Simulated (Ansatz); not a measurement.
Rows from a G0W0 calculation on B4C (R-3m) (Ansatz 0.2.0; G0W0 on LDA, plane waves, PAW; 4×4×4 mesh, 1114 empty bands, screening to 270 eV, hard PAW files), in eV. Spin-orbit coupling is left out.

```
row                       k  band   start       Σx  Σc at the solution      Vxc
  A  (0.000, 0.000, -0.500)    c1   9.291   -9.780              -4.450  -14.635
  B  (0.000, 0.000, -0.500)    v1   7.773  -16.996               1.865  -14.466
  C  (0.000, 0.000, -0.500)    c2   9.982   -9.483              -5.131  -15.064
  D   (0.000, 0.000, 0.250)    c1   9.713   -9.563              -4.925  -14.954
  E   (0.000, 0.000, 0.250)    v1   7.771  -16.951               1.843  -14.452
  F   (0.000, 0.000, 0.250)    c2  10.243   -9.549              -5.371  -15.406
```

Question: Work out each quasiparticle level and how far it moved.

The quasiparticle equation reads E = start + Σx + Σc(E) − Vxc.

```
row  E (eV)  shift (eV)
  A   9.696      +0.405
  B   7.109      −0.664
  C  10.432      +0.450
  D  10.180      +0.467
  E   7.115      −0.656
  F  10.728      +0.486
```

The gap over the computed points goes from 1.52 eV to 2.58 eV.

Limits: not at the basis limit.

[Paths, hosts, dates, memory and timing lines, banners, echoed tables and standing remarks are left out of the program output.]

[Logs are printed without paths, hosts, clocks, repeated set-up lines and the standing remarks that a program may print on its own settings, such as how far it seeks lower states.]

[Runs of the session that timed out or met a known fault of the program may be left out.]

[Cells called generated may have been cut or substituted from an entry of the Crystallography Open Database or the Materials Project.]

[Hosts, paths, dates, database ids (printed as entryN), source tags and the programs' standing remarks are cut or masked in the printed files.]
